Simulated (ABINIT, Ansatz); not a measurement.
# Ba2H6Os (Fm-3m): bands and cutoff in G0W0 with ABINIT

Wanted: a converged G0W0 gap of Ba2H6Os (Fm-3m), or an estimate of the limit.

Method: LDA and many-body steps on it, plane waves, in ABINIT 10.8.3.

### Step 1. Set-up

Symmetry: Fm-3m, No. 225, cubic system. The conventional cell has a = 8.092 Å, b = 8.092 Å, c = 8.092 Å, α = 90.00°, β = 90.00°, γ = 90.00°. Ba has 12 H at 2.88 Å nearest. H has 1 Os at 1.73 Å and 4 H at 2.45 Å and 4 Ba at 2.88 Å nearest. Os has 6 H at 1.73 Å nearest. Farther neighbours are not listed.

The cell and positions are those that the Materials Project relaxed with its own functionals (PBE, PBE+U or r2SCAN), kept fixed. Spin-orbit coupling is left out unless a step names it.

### Step 2. Empty states on the mesh, 2×2×2 mesh, 258 bands

This step: ABINIT 10.8.3; DFT, LDA, plane waves, norm-conserving pseudopotentials.

The sums over transitions need many empty states on a uniform mesh; this step solves for them.

run.abi

```
acell 3*1.0 Angstrom
rprim 
  -0.000000000000 4.046207840000 4.046207840000
  4.046207840000 0.000000000000 4.046207840000
  4.046207840000 4.046207840000 0.000000000000
ntypat 3
znucl 56 1 76
natom 9
typat 1 1 2 2 2 2 2 2 3
xred 
  0.750000000000 0.750000000000 0.750000000000
  0.250000000000 0.250000000000 0.250000000000
  0.785917090000 0.785917090000 0.214082910000
  0.214082910000 0.785917090000 0.214082910000
  0.785917090000 0.214082910000 0.214082910000
  0.214082910000 0.214082910000 0.785917090000
  0.785917090000 0.214082910000 0.785917090000
  0.214082910000 0.785917090000 0.785917090000
  0.000000000000 0.000000000000 0.000000000000
pp_dirpath "pseudos"
pseudos "Ba.upf, H.upf, Os.upf"
ecut 33
ngkpt 2 2 2
nshiftk 1
shiftk 0 0 0
kptopt 1
chksymbreak 0
iscf -2
irdden 1
istwfk *1
nband 258
nbdbuf 22
tolwfr 1e-09
nstep 60
prtvol 0
indata_prefix "in"
outdata_prefix "out"
tmpdata_prefix "tmp"
```

The run is started by

```bash
OMP_NUM_THREADS=1 mpirun -n 3 abinit run.abi > log
```

Numbers of over 12 decimals in the logs are rounded to 6 here.

What it wrote:

```text
.Version 10.8.3 of ABINIT. v10.8.2 released Aug 2026.

 Symmetries : space group Fm -3 m (#225); Bravais cF (face-center cubic)
[... echo of the input left out ...]
== DATASET  1 ==================================================================
-   mpi_nproc: 3, omp_nthreads: 1 (-1 if OMP is not activated)

--- !DatasetInfo
iteration_state: {dtset: 1, }
dimensions: {natom: 9, nkpt: 3, mband: 258, nsppol: 1, nspinor: 1, nspden: 1, mpw: 8144, }
cutoff_energies: {ecut:  33.0, pawecutdg:  -1.0, }
[...]
2.86655    2.86655    2.86655    2.87919    2.88052    2.88052    2.88052    2.88561
   2.88561    2.88561    2.90453    2.90454    2.90546    2.91320    2.91323    2.91408
   2.91567    2.91666
 prteigrs : prtvol=0 or 1, do not print more k-points.

== END DATASET(S) ==============================================================
================================================================================

 -outvars: echo values of variables after computation  --------
            nband         258
             nkpt           3
          spgroup         225
 [... the other variables as echoed above ...]

 Calculation completed.
```

It took 96 s on 3 MPI ranks of Intel Xeon 6975P-C (Granite Rapids), shared host; peak memory 0.47 GiB; 4.8 min of CPU time.

This step gave:

```
gap                                                           : 1.777 eV
k of the valence top                                          : 0, 0, 0
k of the conduction bottom                                    : 0.5, 0.5, 0
least direct gap                                              : 2.058 eV
k points computed                                             : 3
lowest point of the top converged band, above the valence top : 71.5749 eV
```

On this mesh the gap is 1.777 eV.

The density comes from a self-consistent run that is not shown.

### Step 3. Screening, 2×2×2 mesh, 47 bands, screening to 62.6 eV

The RPA dielectric matrix is built and inverted for each q.

This step: RPA screening on LDA, plane waves, norm-conserving pseudopotentials.

run.abi: that of step 2 with these lines changed.

```diff
@@ -27,10 +27,11 @@
 chksymbreak 0
-iscf -2
-irdden 1
 istwfk *1
-nband 258
-nbdbuf 22
-tolwfr 1e-09
-nstep 60
-prtvol 0
+occopt 1
+irdwfk 1
+optdriver 3
+nband 47
+ecuteps 2.3
+inclvkb 2
+awtr 1
+symchi 1
 indata_prefix "in"
```

The run is started by

```bash
OMP_NUM_THREADS=1 mpirun -n 4 abinit run.abi > log
```

What it wrote:

```text
.Version 10.8.3 of ABINIT. v10.8.2 released Aug 2026.

 Symmetries : space group Fm -3 m (#225); Bravais cF (face-center cubic)
[... echo of the input left out ...]
== DATASET  1 ==================================================================
-   mpi_nproc: 4, omp_nthreads: 1 (-1 if OMP is not activated)

--- !DatasetInfo
iteration_state: {dtset: 1, }
dimensions: {natom: 9, nkpt: 3, mband: 47, nsppol: 1, nspinor: 1, nspden: 1, mpw: 8144, }
cutoff_energies: {ecut:  33.0, pawecutdg:  -1.0, }
electrons: {nelect:   4.20000000E+01, charge:   0.00000000E+00, occopt:   1.00000000E+00, tsmear:   1.00000000E-02, }

 SCREENING: Calculation of the susceptibility and dielectric matrices

 Based on a program developped by R.W. Godby, V. Olevano, G. Onida, and L. Reining.
 Incorporated in ABINIT by V. Olevano, G.-M. Rignanese, and M. Torrent.
.Using double precision arithmetic ; gwpc =  8

[... cell and pseudopotentials left out ...]
--------------------------------------------------------------------------------

 ==== K-mesh for the wavefunctions ====
 Number of points in the irreducible wedge :     3
[... list of points left out ...]
 Together with 48 symmetry operations and time-reversal symmetry
 yields     8 points in the full Brillouin Zone.

 ==== Q-mesh for the screening function ====
 Number of points in the irreducible wedge :     3
[... list of points left out ...]
 Together with 48 symmetry operations and time-reversal symmetry
 yields     8 points in the full Brillouin Zone.

 setmesh: FFT mesh size selected  =    36x   36x   36
          total number of points  =        46656

 vcoul_init : cutoff-mode = AUXILIARY_FUNCTION
 q-points for optical limit:   1
     1)      0.000010    0.000020    0.000030

- screening: taking advantage of time-reversal symmetry
- Maximum band index for partially occupied states nbvw = 21
- Remaining bands to be divided among processors   nbcw = 26
- Number of bands treated by each node ~6

 Number of electrons calculated from density =   42.0000; Expected =   42.0000
 average of density, n =  0.046976
 r_s =    1.7193
 omega_plasma =   20.9071 [eV]

 calculating chi0 at frequencies [eV] :
  1    0.000000E+00    0.000000E+00
  2    0.000000E+00    2.090714E+01

--------------------------------------------------------------------------------
  q-point number  1        q = ( 0.000000, 0.000000, 0.000000) [r.l.u.]
--------------------------------------------------------------------------------
[... chi0 elements left out ...]
 For q-point:  0.000010 0.000020 0.000030
  dielectric constant =   4.4939
  dielectric constant without local fields =   5.4895

  Average fulfillment of the sum rule on Im[epsilon] for q-point    1 :     34.85  [%]
[... wings left out ...]
  q-point number  2        q = ( 0.500000, 0.000000, 0.000000) [r.l.u.]
--------------------------------------------------------------------------------
[... chi0 elements left out ...]
  Average fulfillment of the sum rule on Im[epsilon] for q-point    2 :     49.49  [%]

 [... 1 further q-points ...]
```

It took 6.8 s on 4 MPI ranks; peak memory 1.1 GiB.

This step gave:

| Item | Value |
| --- | --- |
| ε∞ with local fields, on this mesh, along the program's q direction | 4.494 |
| the same without local fields | 5.489 |
| plasma frequency | 20.91 eV |
| plane waves in the screening matrix | 169 |

Local fields lower ε∞ by 18 %. On a Γ-centred mesh this coarse the value itself is usually too large, while a short band sum pulls it down.

### Step 4. 47 bands, 62.6 eV

The self-energy is evaluated for the states that the input lists, and the levels follow from it, in one-shot runs by the linearised quasiparticle equation.

This step: G0W0 on LDA, plane waves, norm-conserving pseudopotentials.

run.abi: that of step 3 with these lines changed.

```diff
@@ -30,8 +30,17 @@
 irdwfk 1
-optdriver 3
+optdriver 4
 nband 47
+gwcalctyp 0
+ecutsigx 33
+symsigma 1
+nkptgw 2
+kptgw 
+  0.0000000000 0.0000000000 0.0000000000
+  0.5000000000 0.5000000000 0.0000000000
+bdgw 
+  19 23
+  20 23
 ecuteps 2.3
-inclvkb 2
-awtr 1
-symchi 1
+irdscr 1
+ppmodel 1
 indata_prefix "in"
```

What it wrote:

```text
.Version 10.8.3 of ABINIT. v10.8.2 released Aug 2026.

 Symmetries : space group Fm -3 m (#225); Bravais cF (face-center cubic)
[... echo of the input left out ...]
== DATASET  1 ==================================================================
-   mpi_nproc: 4, omp_nthreads: 1 (-1 if OMP is not activated)

--- !DatasetInfo
iteration_state: {dtset: 1, }
dimensions: {natom: 9, nkpt: 3, mband: 47, nsppol: 1, nspinor: 1, nspden: 1, mpw: 8144, }
cutoff_energies: {ecut:  33.0, pawecutdg:  -1.0, }
electrons: {nelect:   4.20000000E+01, charge:   0.00000000E+00, occopt:   1.00000000E+00, tsmear:   1.00000000E-02, }

 SIGMA: Calculation of the GW corrections

 Based on a program developped by R.W. Godby, V. Olevano, G. Onida, and L. Reining.
 Incorporated in ABINIT by V. Olevano, G.-M. Rignanese, and M. Torrent.
.Using double precision arithmetic ; gwpc =  8

[... cell and pseudopotentials left out ...]
--------------------------------------------------------------------------------

 ==== K-mesh for the wavefunctions ====
 Number of points in the irreducible wedge :     3
[... list of points left out ...]
 Together with 48 symmetry operations and time-reversal symmetry
 yields     8 points in the full Brillouin Zone.

 ==== Q-mesh for screening function ====
 Number of points in the irreducible wedge :     3
[... list of points left out ...]
 Together with 48 symmetry operations and time-reversal symmetry
 yields     8 points in the full Brillouin Zone.

 vcoul_init : cutoff-mode = AUXILIARY_FUNCTION
 q-points for optical limit:   1
     1)      0.000010    0.000020    0.000030
 setmesh: FFT mesh size selected  =    60x   60x   60
          total number of points  =       216000

 Number of electrons calculated from density =   42.0000; Expected =   42.0000
 average of density, n =  0.046976
 r_s =    1.7193
 omega_plasma =   20.9071 [eV]

 === KS Band Gaps ===
  >>>> For spin  1
   Minimum direct gap =   2.0584 [eV], located at k-point      :   0.5000  0.5000  0.0000
   Fundamental gap    =   1.7774 [eV], Top of valence bands at :   0.0000  0.0000  0.0000
                                       Bottom of conduction at :   0.5000  0.5000  0.0000
 SIGMA fundamental parameters:
 PLASMON POLE MODEL  1
 number of plane-waves for SigmaX                 7991
 number of plane-waves for SigmaC and W            169
 number of plane-waves for wavefunctions          7991
 number of bands                                    47
 number of independent spin polarizations            1
 number of spinorial components                      1
 number of k-points in IBZ                           3
 number of q-points in IBZ                           3
 number of symmetry operations                      48
 number of k-points in BZ                            8
 number of q-points in BZ                            8
 number of frequencies for dSigma/dE                 9
 frequency step for dSigma/dE [eV]                0.25
 number of omega for Sigma on real axis              0
 max omega for Sigma on real axis  [eV]           0.00
 zcut for avoiding poles [eV]                     0.10

 EPSILON^-1 parameters (SCR file):
 dimension of the eps^-1 matrix on file            169
 dimension of the eps^-1 matrix used               169
 number of plane-waves for wavefunctions          7991
 number of bands                                    47
 number of q-points in IBZ                           3
 number of frequencies                               2
 number of real frequencies                          1
 number of imag frequencies                          1

 matrix elements of self-energy operator (all in [eV])

 Perturbative Calculation

--- !SelfEnergy_ee
iteration_state: {dtset: 1, }
kpoint     : [   0.000,    0.000,    0.000, ]
spin       : 1
KS_gap     :    2.784
QP_gap     :    4.000
Delta_QP_KS:    1.216
data: !SigmaeeData |
     Band     E0 <VxcDFT>   SigX SigC(E0)      Z dSigC/dE  Sig(E)    E-E0       E
       19   4.636 -17.156 -19.723   3.743   0.784  -0.275 -16.234   0.922   5.558
       20   4.636 -17.156 -19.723   3.743   0.784  -0.275 -16.234   0.922   5.558
       21   4.636 -17.156 -19.723   3.743   0.784  -0.275 -16.234   0.922   5.558
       22   7.420 -12.009  -6.722  -2.719   0.833  -0.201  -9.871   2.138   9.558
       23   7.420 -12.009  -6.722  -2.719   0.833  -0.201  -9.871   2.138   9.558

--- !SelfEnergy_ee
iteration_state: {dtset: 1, }
kpoint     : [   0.500,    0.500,    0.000, ]
spin       : 1
KS_gap     :    2.058
QP_gap     :    2.917
Delta_QP_KS:    0.859
data: !SigmaeeData |
     Band     E0 <VxcDFT>   SigX SigC(E0)      Z dSigC/dE  Sig(E)    E-E0       E
       20   4.355 -16.488 -19.032   3.664   0.784  -0.276 -15.610   0.878   5.233
       21   4.355 -16.488 -19.032   3.664   0.784  -0.276 -15.610   0.878   5.233
       22   6.413 -11.458  -6.928  -2.449   0.834  -0.199  -9.722   1.737   8.150
       23   6.828  -9.386  -4.544  -2.634   0.847  -0.181  -7.516   1.869   8.698

== END DATASET(S) ==============================================================
================================================================================

 -outvars: echo values of variables after computation  --------
           etotal      0.0000000000E+00
            nband          47
             nkpt           3
          spgroup         225
 [... the other variables as echoed above ...]

 Calculation completed.
```

It took 4.3 s on 4 MPI ranks; peak memory 1.1 GiB; 16 s of CPU time.

This step gave:

```
G0W0 gap on the points computed              : 2.592 eV
starting gap on the mesh                     : 1.777 eV
k of the valence top                         : 0, 0, 0
k of the conduction bottom                   : 0.5, 0.5, 0
Z at the valence top                         : 0.784
Z at the conduction bottom                   : 0.834
least direct G0W0 gap on the computed points : 2.917 eV
```

The gap on the mesh goes from 1.78 eV to 2.59 eV, a correction of +0.81 eV.

### Step 5. Screening, 2×2×2 mesh, 108 bands, screening to 114.3 eV

This step: RPA screening on LDA, plane waves, norm-conserving pseudopotentials.

run.abi: that of step 4 with these lines changed.

```diff
@@ -30,17 +30,8 @@
 irdwfk 1
-optdriver 4
-nband 47
-gwcalctyp 0
-ecutsigx 33
-symsigma 1
-nkptgw 2
-kptgw 
-  0.0000000000 0.0000000000 0.0000000000
-  0.5000000000 0.5000000000 0.0000000000
-bdgw 
-  19 23
-  20 23
-ecuteps 2.3
-irdscr 1
-ppmodel 1
+optdriver 3
+nband 108
+ecuteps 4.2
+inclvkb 2
+awtr 1
+symchi 1
 indata_prefix "in"
```

What it wrote:

```text
.Version 10.8.3 of ABINIT. v10.8.2 released Aug 2026.

 Symmetries : space group Fm -3 m (#225); Bravais cF (face-center cubic)
[... echo of the input left out ...]
== DATASET  1 ==================================================================
-   mpi_nproc: 4, omp_nthreads: 1 (-1 if OMP is not activated)

--- !DatasetInfo
iteration_state: {dtset: 1, }
dimensions: {natom: 9, nkpt: 3, mband: 108, nsppol: 1, nspinor: 1, nspden: 1, mpw: 8144, }
cutoff_energies: {ecut:  33.0, pawecutdg:  -1.0, }
electrons: {nelect:   4.20000000E+01, charge:   0.00000000E+00, occopt:   1.00000000E+00, tsmear:   1.00000000E-02, }

 SCREENING: Calculation of the susceptibility and dielectric matrices

 Based on a program developped by R.W. Godby, V. Olevano, G. Onida, and L. Reining.
 Incorporated in ABINIT by V. Olevano, G.-M. Rignanese, and M. Torrent.
.Using double precision arithmetic ; gwpc =  8

[... cell and pseudopotentials left out ...]
--------------------------------------------------------------------------------

 ==== K-mesh for the wavefunctions ====
 Number of points in the irreducible wedge :     3
[... list of points left out ...]
 Together with 48 symmetry operations and time-reversal symmetry
 yields     8 points in the full Brillouin Zone.

 ==== Q-mesh for the screening function ====
 Number of points in the irreducible wedge :     3
[... list of points left out ...]
 Together with 48 symmetry operations and time-reversal symmetry
 yields     8 points in the full Brillouin Zone.

 setmesh: FFT mesh size selected  =    40x   40x   40
          total number of points  =        64000

 vcoul_init : cutoff-mode = AUXILIARY_FUNCTION
 q-points for optical limit:   1
     1)      0.000010    0.000020    0.000030

- screening: taking advantage of time-reversal symmetry
- Maximum band index for partially occupied states nbvw = 21
- Remaining bands to be divided among processors   nbcw = 87
- Number of bands treated by each node ~21

 Number of electrons calculated from density =   42.0000; Expected =   42.0000
 average of density, n =  0.046976
 r_s =    1.7193
 omega_plasma =   20.9071 [eV]

 calculating chi0 at frequencies [eV] :
  1    0.000000E+00    0.000000E+00
  2    0.000000E+00    2.090714E+01

--------------------------------------------------------------------------------
  q-point number  1        q = ( 0.000000, 0.000000, 0.000000) [r.l.u.]
--------------------------------------------------------------------------------
[... chi0 elements left out ...]
 For q-point:  0.000010 0.000020 0.000030
  dielectric constant =   4.5271
  dielectric constant without local fields =   5.5946

  Average fulfillment of the sum rule on Im[epsilon] for q-point    1 :     68.33  [%]
[... wings left out ...]
  q-point number  2        q = ( 0.500000, 0.000000, 0.000000) [r.l.u.]
--------------------------------------------------------------------------------
[... chi0 elements left out ...]
  Average fulfillment of the sum rule on Im[epsilon] for q-point    2 :     76.64  [%]

 [... 1 further q-points ...]
```

Wall time 18 s (4 MPI ranks); peak memory 1.5 GiB; 70 s of CPU time.

This step gave:

* ε∞ with local fields, on this mesh, along the program's q direction: 4.527
* the same without local fields: 5.595
* plasma frequency: 20.91 eV
* plane waves in the screening matrix: 339

(Part 1 of 2 ends here.)

[Paths, hosts, dates, memory and timing lines, banners, echoed tables and standing remarks are left out of the program output.]

[Logs are printed without paths, hosts, clocks, repeated set-up lines and the standing remarks that a program may print on its own settings, such as how far it seeks lower states.]

[Runs of the session that timed out or met a known fault of the program may be left out.]

[No measured gap is set beside runs whose start may be inverted or whose files or cutoffs have a known fault.]

[Hosts, paths, dates, database ids (printed as entryN), source tags and the programs' standing remarks are cut or masked in the printed files.]

[G0W0 gaps are taken among the corrected bands and points alone; a level outside them can change the order at an edge.]

[Where Ansatz stands beside ABINIT at settings called matched, ABINIT's density can come from a denser mesh and the files from another edition; pairs whose starting gaps differed by over 0.03 eV were left out, so agreement reads better than it is.]
